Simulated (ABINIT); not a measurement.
## Quasiparticle gap of BAs (F-43m) in ABINIT

Wanted: ground state, empty states, screening and self-energy for BAs (F-43m).

Program: ABINIT 10.8.3. Level of theory: PBE and many-body steps on it, plane waves. Results are calculated unless marked as measured.

**What was measured.**

- Gap 1.82 eV: indirect optical gap from absorption edge; UV-visible absorption; 300 K; bulk crystal (single crystal grown by chemical vapor transport) (“Basic Physical Properties of Cubic Boron Arsenide”, 2019, arxiv:1911.11281).

- Gap 4.12 eV: direct gap from square of absorption coefficient, average of two samples; spectroscopic ellipsometry; 300 K; bulk crystal (CVT-grown opaque bulk crystals) (“Optical properties of cubic boron arsenide”, 2019, arxiv:1911.04914).

- Gap 2.02 eV: indirect gap from square root of absorption coefficient, average of three samples; transmission and reflection spectroscopy; 300 K; bulk crystal (CVT-grown platelets about 10 um thick) (“Optical properties of cubic boron arsenide”, 2019, arxiv:1911.04914).

Report form: the programs' logs are mostly left out.

## 1. Set-up

It takes space group F-43m (No. 216, cubic). Conventional cell: a = 4.777 Å, b = 4.777 Å, c = 4.777 Å, α = 90.00°, β = 90.00°, γ = 90.00°. B has 4 As at 2.07 Å nearest. Nearest to As lie 4 B at 2.07 Å. Farther neighbours are not listed.

As a file:

```cif
data_structure
_symmetry_space_group_name_H-M 'P 1'
_symmetry_Int_Tables_number 1
_cell_length_a 3.3778
_cell_length_b 3.3778
_cell_length_c 3.3778
_cell_angle_alpha 60.000
_cell_angle_beta 60.000
_cell_angle_gamma 60.000
_cell_volume 27.25
loop_
_atom_site_label
_atom_site_type_symbol
_atom_site_fract_x
_atom_site_fract_y
_atom_site_fract_z
_atom_site_occupancy
B1 B 0.00000 0.00000 0.00000 1
As2 As 0.25000 0.25000 0.25000 1
```

The cell and positions come from the Crystallography Open Database and are kept as given unless a step says otherwise.

## 2. Ground state

This step: ABINIT 10.8.3; DFT, PBE with spin-orbit coupling, plane waves, norm-conserving pseudopotentials.

The ground-state density comes first.

Input file run.abi:

```
acell 3*1.0 Angstrom
rprim 
  -0.000000000000 2.388500000000 2.388500000000
  2.388500000000 -0.000000000000 2.388500000000
  2.388500000000 2.388500000000 -0.000000000000
ntypat 2
znucl 5 33
natom 2
typat 1 2
xred 
  0.000000000000 0.000000000000 0.000000000000
  0.250000000000 0.250000000000 0.250000000000
pp_dirpath "pseudos"
pseudos "B.upf, As.upf"
ecut 44
nspinor 2
ngkpt 6 6 6
nshiftk 1
shiftk 0 0 0
kptopt 1
chksymbreak 0
nband 36
occopt 1
tolvrs 1e-10
nstep 60
prtwf 0
indata_prefix "in"
outdata_prefix "out"
tmpdata_prefix "tmp"
```

Run with:

```
$ OMP_NUM_THREADS=1 mpirun -n 4 abinit run.abi > log
```

It took 38 s on 4 MPI ranks of Arm Neoverse V1, shared host; peak memory 0.33 GiB; 2.6 min of CPU time.

This step gave:

| Property | Result |
| --- | --- |
| total energy | -8385.2158 eV |
| gap | 1.226 eV |
| k of the valence top | 0, 0, 0 |
| k of the conduction bottom | 0.3333, 0.3333, 0 |
| least direct gap | 3.082 eV |
| pressure | -9.827 GPa |

The gap is indirect, with the least direct gap 1.86 eV higher.

The cutoff was set for levels, not for stress, so the pressure can be off by some GPa.

## 3. Bands along the symmetry lines

Levels along a band path, at the cheap level, show where the edges lie and whether the meshes to come will hold them.

Input file run.abi:

```
acell 3*1.0 Angstrom
rprim 
  -0.000000000000 2.388500000000 2.388500000000
  2.388500000000 -0.000000000000 2.388500000000
  2.388500000000 2.388500000000 -0.000000000000
ntypat 2
znucl 5 33
natom 2
typat 1 2
xred 
  0.000000000000 0.000000000000 0.000000000000
  0.250000000000 0.250000000000 0.250000000000
pp_dirpath "pseudos"
pseudos "B.upf, As.upf"
ecut 44
nspinor 2
iscf -2
irdden 1
kptopt 0
nkpt 26
kpt 
  0.00000000 0.00000000 0.00000000
  -0.12500000 -0.12500000 0.00000000
  -0.25000000 -0.25000000 0.00000000
  -0.37500000 -0.37500000 0.00000000
  -0.50000000 -0.50000000 0.00000000
  -0.46875000 -0.46875000 0.06250000
  -0.43750000 -0.43750000 0.12500000
  -0.40625000 -0.40625000 0.18750000
  -0.37500000 -0.37500000 0.25000000
  -0.37500000 0.00000000 0.37500000
  -0.28125000 0.00000000 0.28125000
  -0.18750000 0.00000000 0.18750000
  -0.09375000 0.00000000 0.09375000
  0.00000000 0.00000000 0.00000000
  0.00000000 0.00000000 0.12500000
  0.00000000 0.00000000 0.25000000
  0.00000000 0.00000000 0.37500000
  -0.00000000 -0.00000000 0.50000000
  -0.12500000 -0.06250000 0.43750000
  -0.25000000 -0.12500000 0.37500000
  -0.37500000 -0.18750000 0.31250000
  -0.50000000 -0.25000000 0.25000000
  -0.50000000 -0.31250000 0.18750000
  -0.50000000 -0.37500000 0.12500000
  -0.50000000 -0.43750000 0.06250000
  -0.50000000 -0.50000000 0.00000000
istwfk *1
nband 46
nbdbuf 10
tolwfr 1e-07
nstep 50
prtwf 0
prtvol 0
indata_prefix "in"
outdata_prefix "out"
tmpdata_prefix "tmp"
```

It took 33 s on 4 MPI ranks; peak memory 0.35 GiB.

Numbers from this step:

| Item | Value |
| --- | --- |
| gap | 1.141 eV |
| k of the valence top | 0, 0, 0 |
| k of the conduction bottom | -0.375, -0.375, 0 |
| least direct gap | 3.082 eV |

The gap is 1.141 eV, −0.085 eV from the run before at this level.

The electronic bands at the labelled points (eV, zero at the top of the highest filled band):

```csv
point,band 23,band 24,band 25,band 26,band 27,band 28,band 29,band 30
Γ,0.00,0.00,0.00,0.00,3.08,3.08,3.30,3.30
halfway,-2.83,-2.83,-2.70,-2.70,1.60,1.60,4.48,4.48
X,-4.21,-4.21,-4.08,-4.08,1.39,1.39,1.39,1.39
halfway,-5.00,-4.94,-3.99,-3.98,1.54,1.55,2.73,2.76
U,-6.06,-5.96,-3.55,-3.55,1.99,2.00,5.48,5.51
jump to K,-6.06,-5.96,-3.55,-3.55,1.99,2.00,5.48,5.51
halfway,-3.90,-3.80,-1.20,-1.20,3.91,3.93,4.84,4.85
Γ,0.00,0.00,0.00,0.00,3.08,3.08,3.30,3.30
halfway,-1.28,-1.28,-1.14,-1.14,3.01,3.01,4.54,4.54
L,-1.96,-1.96,-1.81,-1.81,2.64,2.64,4.70,4.70
halfway,-4.66,-4.58,-3.17,-3.10,3.91,3.92,4.67,4.77
W,-5.63,-5.48,-5.25,-5.24,5.20,5.21,5.88,5.88
halfway,-4.95,-4.85,-4.75,-4.73,2.81,2.86,2.95,2.95
X,-4.21,-4.21,-4.08,-4.08,1.39,1.39,1.39,1.39
```

## 4. Empty states on the mesh, 4×4×4 mesh, 160 bands

The sums over transitions need many empty states on a uniform mesh; this step solves for them.

Input file run.abi:

```
acell 3*1.0 Angstrom
rprim 
  -0.000000000000 2.388500000000 2.388500000000
  2.388500000000 -0.000000000000 2.388500000000
  2.388500000000 2.388500000000 -0.000000000000
ntypat 2
znucl 5 33
natom 2
typat 1 2
xred 
  0.000000000000 0.000000000000 0.000000000000
  0.250000000000 0.250000000000 0.250000000000
pp_dirpath "pseudos"
pseudos "B.upf, As.upf"
ecut 44
nspinor 2
ngkpt 4 4 4
nshiftk 1
shiftk 0 0 0
kptopt 1
chksymbreak 0
iscf -2
irdden 1
istwfk *1
nband 160
nbdbuf 14
tolwfr 1e-09
nstep 60
prtvol 0
indata_prefix "in"
outdata_prefix "out"
tmpdata_prefix "tmp"
```

Wall time 68 s (4 MPI ranks); peak memory 0.39 GiB.

This step gave:

* gap: 1.385 eV
* k of the valence top: 0, 0, 0
* k of the conduction bottom: 0.5, 0.5, 0
* least direct gap: 3.082 eV
* k points computed: 8
* lowest point of the top converged band, above the valence top: 83.4788 eV

On this mesh the gap is 1.385 eV. The earlier step found 1.226 eV, so this mesh misses an edge.

## 5. Screening, 4×4×4 mesh, 146 bands, screening to 182.3 eV

The RPA dielectric matrix is built and inverted for each q.

This step: RPA screening on PBE with spin-orbit coupling, plane waves, norm-conserving pseudopotentials.

Edit run.abi of step 4 so:

```diff
@@ -21,10 +21,11 @@
 chksymbreak 0
-iscf -2
-irdden 1
 istwfk *1
-nband 160
-nbdbuf 14
-tolwfr 1e-09
-nstep 60
-prtvol 0
+occopt 1
+irdwfk 1
+optdriver 3
+nband 146
+ecuteps 6.7
+inclvkb 0
+awtr 1
+symchi 1
 indata_prefix "in"
```

Wall time 2.1 min (4 MPI ranks); peak memory 1.5 GiB.

Numbers from this step:

- ε∞ with local fields, on this mesh, along the program's q direction: 17.15
- the same without local fields: 18.76
- plasma frequency: 36.27 eV
- plane waves in the screening matrix: 169

Local fields lower ε∞ by 9 %. On a Γ-centred mesh this coarse the value itself is usually too large, while a short band sum pulls it down.

## 6. Self-energy, 4×4×4 mesh, 146 bands, screening to 182.3 eV

The self-energy is evaluated for the states that the input lists, and the levels follow from it, in one-shot runs by the linearised quasiparticle equation.

This step: G0W0 on PBE with spin-orbit coupling, plane waves, norm-conserving pseudopotentials.

Edit run.abi of step 5 so:

```diff
@@ -24,8 +24,19 @@
 irdwfk 1
-optdriver 3
+optdriver 4
 nband 146
+gwcalctyp 0
+ecutsigx 44
+symsigma 0
+nkptgw 3
+kptgw 
+  0.0000000000 0.0000000000 0.0000000000
+  0.5000000000 0.5000000000 0.0000000000
+  0.5000000000 0.0000000000 0.0000000000
+bdgw 
+  23 32
+  23 30
+  23 30
 ecuteps 6.7
-inclvkb 0
-awtr 1
-symchi 1
+irdscr 1
+ppmodel 1
 indata_prefix "in"
```

Wall time 4 min (4 MPI ranks); peak memory 1.2 GiB.

This step gave:

```yaml
g0w0_gap_on_the_points_computed: 1.815 eV
starting_gap_on_the_mesh: 1.385 eV
k_of_the_valence_top: 0, 0, 0
k_of_the_conduction_bottom: 0.5, 0.5, 0
z_at_the_valence_top: 0.811
z_at_the_conduction_bottom: 0.821
least_direct_g0w0_gap_on_the_computed_points: 3.890 eV
```

The gap on the mesh goes from 1.39 eV to 1.81 eV, a correction of +0.43 eV. The start differs from the 1.23 eV found before because the two sample other k points.

Limits: finite bands, cutoff and mesh; screening head approximate; coarse k mesh. v1 is the top filled band, c1 the lowest empty one. The levels before and after the correction (eV, zero at the valence-band top of each column):

```csv
,conduction bottom,valence top
Kohn-Sham,1.39,0.00
G0W0,1.81,0.00
```

```
                       level  energy (eV)
Kohn-Sham            Γ v3-v1        0.000
Kohn-Sham            Γ c1-c2        3.082
Kohn-Sham               Γ c3        3.296
Kohn-Sham     (0.5 0.5 0) v3       -4.207
Kohn-Sham  (0.5 0.5 0) v2-v1       -4.075
Kohn-Sham  (0.5 0.5 0) c1-c2        1.385
Kohn-Sham     (0.5 0.5 0) c3        1.392
     G0W0            Γ v3-v1        0.000
     G0W0            Γ c1-c2        3.890
     G0W0               Γ c3        4.076
     G0W0     (0.5 0.5 0) v3       -4.468
     G0W0  (0.5 0.5 0) v2-v1       -4.349
     G0W0  (0.5 0.5 0) c1-c2        1.815
     G0W0     (0.5 0.5 0) c3        1.896
```

## 7. Where the time went

Times are wall times on 4 MPI ranks of Arm Neoverse V1, shared host, good to a factor of about two.

```
                          step     time  share  memory (GiB)
                  ground state     38 s    8 %          0.33
bands along the symmetry lines     33 s    7 %          0.35
      empty states on the mesh     68 s   14 %          0.39
                     screening  2.1 min   25 %           1.5
                   self-energy    4 min   47 %           1.2
```

## 8. Outcome

```yaml
pbe_gap: 1.14 eV, indirect
g0w0_gap_on_the_mesh: 1.81 eV
g0w0_gap_over_the_zone_rigid_shift: 1.57 eV
gw_settings: 4×4×4 mesh, 146 bands, screening to 182.3 eV, Godby-Needs plasmon pole
known_limits: not at the basis limit; screening head approximate; coarse k mesh
```

**Reading.** G0W0 moves the gap on the mesh from 1.39 eV to 1.81 eV (+0.43 eV), with Z of 0.81 and 0.82 at the edges. The mesh misses the band edges by 0.24 eV in all; a rigid shift gives 1.57 eV for the zone. Local fields lower the RPA ε∞ on this mesh from 18.76 to 17.15; a Γ-centred mesh this coarse tends to raise both, most where the direct gap is narrow, while a short band sum lowers them. Only 3 of the mesh's irreducible points were corrected, so a valley elsewhere could overtake. The dearest step here is «self-energy». Against experiment, by G0W0@PBE: the gap of 1.57 eV lies −0.25 eV from the measured 1.82 eV (indirect, 300 K, 2019); the direct gap of 3.89 eV lies −0.23 eV from the measured 4.12 eV (direct, 300 K, 2019); the gap of 1.57 eV lies −0.45 eV from the measured 2.02 eV (indirect, 300 K, 2019). An exciton line or allowed optical edge lies below the quasiparticle gap by the binding energy; a forbidden edge can push the onset above it. The calculation has static nuclei and no excitons; a measured gap holds zero-point and thermal motion, which mostly lowers it. Bands and cutoff are finite, so the gap is not at the basis limit. The miss can reach some tenths of an eV and take either sign; the mesh is an error of its own. In the G0W0 run levels were corrected at 3 k points alone, so a gap called «on the mesh» is the least over those, and an edge elsewhere would be missed. A denser mesh or path gives a starting gap of 1.14 eV: the GW mesh misses a band edge, so its gaps are not the fundamental one. The 4×4×4 mesh is coarse for this cell, which bears on the long-range parts of exchange and screening. The long-wavelength limit of the screening leaves out the non-local commutator, which shifts ε∞.

[Paths, hosts, dates, memory and timing lines, banners, echoed tables and standing remarks are left out of the program output.]

[Logs are printed without paths, hosts, clocks, repeated set-up lines and the standing remarks that a program may print on its own settings, such as how far it seeks lower states.]

[Runs of the session that timed out or met a known fault of the program may be left out.]

[Hosts, paths, dates, database ids (printed as entryN), source tags and the programs' standing remarks are cut or masked in the printed files.]

[G0W0 gaps are taken among the corrected bands and points alone; a level outside them can change the order at an edge.]

[Where Ansatz stands beside ABINIT at settings called matched, ABINIT's density can come from a denser mesh and the files from another edition; pairs whose starting gaps differed by over 0.03 eV were left out, so agreement reads better than it is.]
